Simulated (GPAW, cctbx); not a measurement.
## Ca2ZrSnS6: deformation density and structure factors from DFT

Question: by how much does bonding change the X-ray structure factors of Ca2ZrSnS6, how firmly does DFT give the change, and what does a routine refinement make of it?

The start was made by putting kin elements into a known structure type; the compound need not exist, or be stable, in this form. All numbers below are calculated.

## 1. Relax the structure

The density hangs on the geometry, so cell and atoms are relaxed first, with the symmetry held. The cutoff is set higher than for the density because stress converges slowly with plane waves.

Settings: GPAW 26.7.0, PBE, 570 eV, 3×3×3 k-points, Fermi–Dirac width 0.05 eV, BFGS to 0.03 eV/Å.

```text
cell
1.0
     0.000000000    4.857500000    4.857500000
     4.857500000    0.000000000    4.857500000
     4.857500000    4.857500000    0.000000000
Sn Zr Ca S
1 1 2 6
Direct
0.000000000 0.000000000 0.000000000
0.500000000 0.500000000 0.500000000
0.750000000 0.750000000 0.750000000
0.250000000 0.250000000 0.250000000
0.757700000 0.757700000 0.242300000
0.242300000 0.242300000 0.757700000
0.757700000 0.242300000 0.757700000
0.242300000 0.757700000 0.242300000
0.242300000 0.757700000 0.757700000
0.757700000 0.242300000 0.242300000
```

```console
$ OMP_NUM_THREADS=1 mpirun -n 4 gpaw python run.py > gpaw.log
```

```text
BFGS:    0      -49.818989        1.979695
BFGS:    1      -50.109397        1.108912
BFGS:    2      -50.287273        0.631684
BFGS:    3      -50.309187        0.586148
BFGS:    4      -50.400177        0.437601
BFGS:    5      -50.447046        0.348163
BFGS:    6      -50.463845        0.137278
BFGS:    7      -50.465997        0.023120
cell  7.0267 7.0267 7.0267  60.00 60.00 60.00
volume 245.327 A^3, largest force 0.023 eV/A, largest stress 0.07 GPa
```

After 7 steps the volume has changed by +7.0 % and the energy by -0.647 eV; the largest stress left is 0.07 GPa. It took 2.5 min on 4 cores of Intel(R) Xeon(R) Platinum 8375C CPU @ 2.90GHz (Ice Lake) (shared host), peak memory 1.5 GiB.

Relaxed structure: Fm-3m (no. 225), a = 9.9373 Å, b = 9.9373 Å, c = 9.9373 Å, α = 90.00°, β = 90.00°, γ = 90.00°.

```csv
atom,mult.,x,y,z
Sn1,4,0,0,0
Zr1,4,1/2,0,0
Ca1,8,1/4,1/4,3/4
S1,24,0,0,0.7506
```

## 2. Density and charge transfer

X-rays see the whole electron density, so the PAW density is rebuilt with its core regions. Subtracting spherical free atoms from the same code cancels the cores and leaves the deformation density Δρ, the part due to bonding.

Settings: PBE, 450 eV, 4×4×4 k-points, Fermi–Dirac width 0.05 eV; primitive cell of 10 atoms.

```console
$ OMP_NUM_THREADS=1 mpirun -n 4 gpaw python run.py > gpaw.log
```

```text
|iter:   1|       0s |  -52.748151 | +0.16 |       |
|iter:   2|       1s |  -52.316789 | -0.98 | -1.04 |
|iter:   3|       3s |  -50.432901 | -0.83 | -1.10 |
...
|iter:  12|      17s |  -50.402616c| -6.79 | -5.33c|
|iter:  13|      19s |  -50.402616c| -7.33 | -5.68c|
|iter:  14|      20s |  -50.402616c| -7.77c| -6.19c|
```

```text
grid (70, 70, 70)  electrons 226.000  moved by bonding 2.430 e
deformation density beyond 0.5 A of the nuclei: max 0.105, min -0.097 e/A^3
atom        x       y       z   Voronoi charge  moment
Sn1    0.0000  0.0000  0.0000      0.444       0.00
Zr2    0.5000  0.5000  0.5000      0.363       0.00
Ca3    0.7500  0.7500  0.7500      0.484       0.00
Ca4    0.2500  0.2500  0.2500      0.484       0.00
S 5    0.7506  0.7506  0.2494     -0.296       0.00
S 6    0.2494  0.2494  0.7506     -0.296       0.00
S 7    0.7506  0.2494  0.7506     -0.296       0.00
S 8    0.2494  0.7506  0.2494     -0.296       0.00
S 9    0.2494  0.7506  0.7506     -0.296       0.00
S 10   0.7506  0.2494  0.2494     -0.296       0.00
mean inner potential of superposed free atoms 14.101 V
total magnetic moment 0.000 muB
```

Deformation density in a plane through the shortest contact of the Sn atom at the origin, in 0.01 e/Å³ (clipped at ±99); x from -1.6 to 4.1 Å, y from 2.4 down to -2.4 Å:

```text
  0   2   3  -1   .   .   2   3   1  -1  -1  -1  -1   0   2   4
  0   1   3   1  -1  -1   2   2   0   0  -1  -1  -1   0   1   4
  0   0   2   6  10   8   4   1   0   0   0   0   0   0   0   3
  0  -1  -1   3   6   4   0  -1   0   1   2   2   2   1   0  -1
  2   0  -5  -7  -5  -6  -7  -2   2   3   3   4   4   4   1  -4
  7   4  -6  -2   .   2  -7  -1   7   4  -2   .   2   7   5  -2
 10   7  -5   9   .   .  -2   1  10   4   .   .  -2   9   8   4
  7   4  -6  -2   .   3  -7   0   7   4  -2   .   2   7   5  -2
  2   0  -5  -7  -5  -6  -7  -2   2   3   3   4   4   4   0  -4
  0  -1  -1   2   6   4   0  -1   0   1   2   2   2   1   0  -1
  0   0   2   6  10   8   4   1   0   0   0   0   0   0   0   3
  0   1   3   1  -1  -1   2   2   0  -1  -1  -1  -1   0   1   4
  0   2   3  -1   .   .   2   3   1  -1  -1  -1  -1   0   2   4
```

Atoms in or within 0.15 Å of the plane: Sn (0.0, 0.0), S (2.5, 0.0) Å. Dots mark points within about 0.45 Å of a nucleus; large values next to them are atomic features.

S gains most (-0.30 e) and Ca loses most (+0.48 e), as electronegativity suggests. Such charges fall far short of formal ones, since overlapping free atoms already put density on their neighbours. Along the shortest contact from the Sn atom at the map's origin, Sn–S at 2.48 Å, Δρ is +0.07 e/Å³ at the midpoint and highest, +0.10, 1.55 Å from Sn (points within 0.5 Å of a nucleus left out): little sits at the middle, as in a polar contact, whose build-up shifts to the more electronegative atom. At the midpoints of other shortest contacts it is +0.07 (Zr–S, 2.49 Å) e/Å³. Point values carry grid noise of about 0.01 e/Å³. The run needed 14 iterations, 34 s.

## 3. From the density to structure factors

The Fourier components of Δρ, added to those of the free atoms, give the static X-ray structure factors; the Mott–Bethe relation turns them into the Fourier components V of the potential that fast electrons feel.

```text
static structure factors of the conventional cell: F in electrons, V (Mott-Bethe) in volts
   h  k  l      d  |F| table  |F| free   |F| DFT   change   |V| free  |V| DFT  change %
   1  1  1  5.7373    41.593    41.499    40.880   -0.619     0.007    0.102        -
   0  2  0  4.9686   305.406   305.144   307.015    1.872     2.636    2.420     -8.2
   0  2  2  3.5134   336.630   336.924   333.997   -2.927     3.176    3.345      5.3
   1  3  1  2.9962    37.095    37.109    37.203    0.094     0.100    0.096     -3.9
   2  2  2  2.8687   106.647   107.084   111.571    4.488     2.956    2.783     -5.8
   0  4  0  2.4843   666.113   666.489   668.278    1.789     6.846    6.795     -0.8
   1  3  3  2.2798    33.015    33.113    33.360    0.247     0.105    0.099     -5.7
   0  4  2  2.2220   251.281   251.266   250.771   -0.495     1.769    1.781      0.6
   2  4  2  2.0284   292.307   291.985   292.384    0.399     1.922    1.914     -0.4
   3  3  3  1.9124    29.791    29.814    30.022    0.208     0.095    0.091     -3.7
   1  5  1  1.9124    34.784    34.816    34.632   -0.184     0.150    0.153      2.1
   0  4  4  1.7567   572.709   573.022   571.852   -1.170     4.770    4.787      0.4
   1  5  3  1.6797    31.732    31.636    31.632   -0.004     0.131    0.131      0.0
   2  4  4  1.6562   225.665   225.635   224.386   -1.249     1.311    1.327      1.2
```

The largest X-ray change is +4.49 e on 222, 4.2 % of |F|. For electrons V goes as (Z − F)/g², so a change of F counts against Z − F, which is small at low angle and wherever the atoms' terms cancel: |V| of 020 moves by -8.2 % (2.64 to 2.42 V) against +0.6 % in |F|. The tabulated Hartree–Fock atoms differ from the free DFT atoms by up to 0.44 e, so the choice of reference atom matters too.

## 4. How cheap can the run be?

Cutoff and k-mesh: one is changed at a time, to find what the result needs.

```
         run  ΔF 222 (e)  ΔF 022 (e)  ΔF 020 (e)  q(S) (e)  moved (e)  time
450 eV 4×4×4      +4.488      -2.927      +1.872    -0.296      2.430  34 s
250 eV 4×4×4      +4.418      -2.993      +1.897    -0.297      2.367  20 s
350 eV 4×4×4      +4.473      -2.937      +1.871    -0.295      2.415  23 s
750 eV 4×4×4      +4.491      -2.933      +1.874    -0.296      2.447  63 s
450 eV 2×2×2      +4.623      -2.953      +1.967    -0.301      2.498  19 s
450 eV 2×2×2      +4.623      -2.953      +1.967    -0.301      2.498  20 s
```

Within 0.09 e of the base on all three: 250 eV 4×4×4, 350 eV 4×4×4 and 750 eV 4×4×4. The largest error, 0.135 e, comes with 450 eV 2×2×2. Times are from shared hosts.

## 5. What a spherical-atom refinement makes of it

Routine crystallography fits spherical atoms. To see the bias, intensities are simulated from tabulated atoms plus the DFT change ΔF, so that bonding alone can misfit (16144 reflections of the full sphere, merged to the counts below, to 0.4 Å, 1 % proportional noise plus counting noise, assumed isotropic U as listed, Δρ smeared by the mean U) and refined with cctbx over different ranges.

```
                    range  data      R1  GooF  U Sn1 (true 0.0063)  U Zr1 (true 0.0069)  U Ca1 (true 0.0088)  U S1 (true 0.0094)  largest shift (Å)  Δρ max, min (e/Å³)
                 all data   464  0.0042  1.18               0.0063               0.0069               0.0088              0.0094             0.0000         0.16, -0.19
 low resolution, d > 0.84    68  0.0041  2.01               0.0063               0.0069               0.0089              0.0096             0.0001         0.08, -0.08
     high order, d < 0.75   375  0.0043  0.95               0.0063               0.0069               0.0088              0.0094             0.0002         0.17, -0.13
occupancies free, d > 0.7   106  0.0038  1.77               0.0063               0.0069               0.0089              0.0093             0.0001         0.10, -0.12
```

With all data GooF is 1.18, diluted by the many high-angle data; the misfit shows at low resolution; the top residual peak, near noise level, lies 0.79 Å from Ca and 2.90 Å from S. No U is off by more than 3 s.u. at low resolution. With Sn1 held at 1 and the scale free, the other occupancies refine to Zr1 0.999(0.002), Ca1 1.001(0.003) and S1 0.998(0.002), within three s.u. of full.

## 6. Answer

Bonding moves 2.43 e in the primitive cell of Ca2ZrSnS6 and changes the structure factors of the conventional cell in the table above by at most 4.49 e (222, 4.2 %). The shortest bond, Sn–S, has Δρ = +0.07 e/Å³ at its midpoint, low for a shared bond; with the charge transfer this is a polar contact. Within 0.09 e of the base on all three: 250 eV 4×4×4, 350 eV 4×4×4 and 750 eV 4×4×4. The largest error, 0.135 e, comes with 450 eV 2×2×2. With all data GooF is 1.18, diluted by the many high-angle data. Limits: static density, frozen cores, no spin–orbit coupling.

[Outputs are excerpts: Python notices, other lines and further rows are left out; steps that failed or that the build refused (PBEsol, TPSS) are not shown.]

[Logs are printed without paths, hosts, clocks, repeated set-up lines and the standing remarks that a program may print on its own settings, such as how far it seeks lower states.]
